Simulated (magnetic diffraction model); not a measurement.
**Solving a magnetic structure from powder neutron data: FeBiS₄**

Space group C2/m (no. 12), a = 16.2190 Å, b = 4.9860 Å, c = 8.6190 Å, β = 107.49°.

```
site  atom       x    y       z
  4i    Bi  0.6066  1/2  0.2262
  4i    Fe  0.6953  1/2  0.8040
  4i     S  0.5540  1/2  0.8787
  4i     S  0.6359  1/2  0.5120
  4i     S  0.8691  1/2  0.7975
  4i     S  0.7518  1/2  0.1451
```

This is a made-up structure (elements placed in a structure type, unrelaxed), so the numbers test the method and describe no known phase.

Only Fe is taken to order (form factors of Fe3+); orders and moment sizes are assumed, and not adapted to the symmetry. Radiation: neutrons of λ = 2.41 Å, 1.5° to 45°; isotropic B of 0.23 Å² (Bi), 0.34 Å² (Fe) and 0.36 Å² (S). Simulated constant-wavelength pattern: nuclear and magnetic terms add, the magnetic one as |2.695 fm × Σ f S⊥ exp(2πi Q·r) exp(−B s²)|², summed over all Q at one angle with the factor 1/(sin²θ cos θ). For a modulated order the moment at position r is S exp(−2πi k·r) + c.c., with S = m/2 for a sine wave of amplitude m and S = m(u + iv)/2 for moments turning in a plane, u and v being orthogonal unit vectors in it; the phase factor of the sum at Q = H + k is then exp(2πi H·r). Free-ion form factors, Sears's scattering lengths of 1992, no absorption; a label names one of the reflections at its angle. The strongest nuclear line in the range is 100, and lines under 0.2 are left out.

Above the ordering temperature:

| 2θ (°) | index | I |
| --- | --- | --- |
| 16.86 | (0 0 1) | 36.7 |
| 17.93 | (2 0 0) | 36.4 |
| 20.62 | (2 0 -1) | 2.1 |
| 28.23 | (2 0 1) | 11.4 |
| 29.42 | (1 1 0) | 100.0 |
| 32.67 | (1 1 -1) | 2.5 |
| 33.44 | (2 0 -2) | 2.7 |
| 34.09 | (0 0 2) | 59.6 |
| 35.14 | (4 0 -1) | 44.5 |
| 35.48 | (1 1 1) | 12.5 |
| 36.31 | (4 0 0) | 13.6 |
| 39.29 | (3 1 0) | 39.8 |
| 39.45 | (3 1 -1) | 20.5 |
| 41.95 | (4 0 -2) | 12.8 |
| 43.40 | (1 1 -2) | 21.9 |
| 43.56 | (2 0 2) | 4.8 |
| 44.93 | (4 0 1) | 6.8 |

Below it (cell unchanged):

| 2θ (°) | I |
| --- | --- |
| 14.77 | 18.3 |
| 16.19 | 33.4 |
| 16.86 | 36.7 |
| 17.93 | 36.4 |
| 18.06 | 26.6 |
| 18.80 | 7.4 |
| 20.62 | 2.1 |
| 21.10 | 8.7 |
| 22.74 | 4.9 |
| 25.67 | 12.4 |
| 28.23 | 11.4 |
| 28.59 | 38.4 |
| 29.42 | 100.0 |
| 30.56 | 31.1 |
| 30.93 | 8.2 |
| 32.43 | 11.6 |
| 32.67 | 2.5 |
| 32.82 | 7.7 |
| 33.04 | 7.7 |
| 33.22 | 10.7 |
| 33.26 | 3.1 |
| 33.44 | 2.7 |
| 34.09 | 59.6 |
| 34.35 | 7.0 |
| 35.14 | 44.5 |
| 35.21 | 2.7 |
| 35.48 | 12.5 |
| 36.31 | 13.6 |
| 37.06 | 5.1 |
| 37.69 | 17.5 |
| 39.29 | 39.8 |
| 39.45 | 20.5 |
| 39.61 | 5.0 |
| 39.95 | 4.0 |
| 41.41 | 13.1 |
| 41.67 | 3.5 |
(The table stops after 36 lines; 9 more lie at higher angle.)

**Question.** Find the propagation vector, then choose among these models:
A. moments turning in the plane of [100] and [010], 4.62 μB on Fe; signs + at (0.6953, 1/2, 0.8040), − at (0.8047, 0, 0.1960)
B. moments turning in the plane of [100] and [001], 4.62 μB on Fe; signs + at (0.6953, 1/2, 0.8040), − at (0.8047, 0, 0.1960)
C. a sine wave with moments along [001] (amplitudes given), 4.62 μB on Fe; signs + at (0.6953, 1/2, 0.8040), − at (0.8047, 0, 0.1960)
D. a sine wave with moments along [100] (amplitudes given), 4.62 μB on Fe; signs + at (0.6953, 1/2, 0.8040), − at (0.8047, 0, 0.1960)

The new lines index as (1.650 0 0) at 14.77°, (0.350 0 -1) at 16.19°, (0.350 0 1) at 18.06° and (1.650 0 -1) at 18.80°, that is as H ± k with k = (0.350 0 0). Satellites come in pairs about each point of the reciprocal lattice.

Magnetic intensity, observed (below minus above) and for each model:

| 2θ (°) | index | observed | A | B | C | D |
| --- | --- | --- | --- | --- | --- | --- |
| 14.77 | (1.650 0 0) | 18.3 | 20.0 | 18.3 | 18.3 | 1.6 |
| 16.19 | (0.350 0 -1) | 33.4 | 65.7 | 33.4 | 0.5 | 32.3 |
| 18.06 | (0.350 0 1) | 26.6 | 52.5 | 26.6 | 5.5 | 25.9 |
| 25.67 | (1.650 0 1) | 12.4 | 21.1 | 12.4 | 7.5 | 8.6 |
| 28.59 | (0.650 1 0) | 38.4 | 19.7 | 38.4 | 19.6 | 18.9 |
| 30.56 | (1.350 1 0) | 31.1 | 17.1 | 31.1 | 16.9 | 14.4 |
| 32.82 | (1.650 0 -2) | 7.7 | 14.0 | 7.7 | <0.2 | 6.3 |
| 34.35 | (2.350 0 -2) | 7.0 | 11.5 | 7.0 | 0.7 | 4.5 |

Model B matches.

The structure used: k = (0.350 0 0), moments turning in the plane of [100] and [001], 4.62 μB on Fe; signs + at (0.6953, 1/2, 0.8040), − at (0.8047, 0, 0.1960).

[Logs are printed without paths, hosts, clocks, repeated set-up lines and the standing remarks that a program may print on its own settings, such as how far it seeks lower states.]
